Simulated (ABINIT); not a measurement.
An input for ABINIT 10.8.3 (KMgH3 (Pm-3m)):

```
acell 3*1.0 Angstrom
rprim 
  4.025000000000 0.000000000000 0.000000000000
  0.000000000000 4.025000000000 0.000000000000
  0.000000000000 0.000000000000 4.025000000000
ntypat 3
znucl 19 12 1
natom 5
typat 1 2 3 3 3
xred 
  0.000000000000 0.000000000000 0.000000000000
  0.500000000000 0.500000000000 0.500000000000
  0.000000000000 0.500000000000 0.500000000000
  0.500000000000 0.000000000000 0.500000000000
  0.500000000000 0.500000000000 0.000000000000
pp_dirpath "pseudos"
pseudos "K.upf, Mg.upf, H.upf"
ecut 48
ngkpt 6 6 6
nshiftk 1
shiftk 0 0 0
kptopt 1
chksymbreak 0
nband 17
occopt 1
tolvrs 1e-10
nstep 60
prtwf 0
optforces 0
optstress 0
indata_prefix "in"
outdata_prefix "out"
tmpdata_prefix "tmp"
```

```sh
OMP_NUM_THREADS=1 mpirun -n 4 abinit run.abi > log
```

How long will it take on 4 MPI ranks of Arm Neoverse V1, shared host, and how much memory?

It took 19 s; on shared hardware allow 9.3 s to 37 s. Peak host memory was 0.37 GiB.

[Paths, hosts, dates, memory and timing lines, banners, echoed tables and standing remarks are left out of the program output.]

[Logs are printed without paths, hosts, clocks, repeated set-up lines and the standing remarks that a program may print on its own settings, such as how far it seeks lower states.]

[Runs of the session that timed out or met a known fault of the program may be left out.]

[Hosts, paths, dates, database ids (printed as entryN), source tags and the programs' standing remarks are cut or masked in the printed files.]

[G0W0 gaps are taken among the corrected bands and points alone; a level outside them can change the order at an edge.]

[Where Ansatz stands beside ABINIT at settings called matched, ABINIT's density can come from a denser mesh and the files from another edition; pairs whose starting gaps differed by over 0.03 eV were left out, so agreement reads better than it is.]
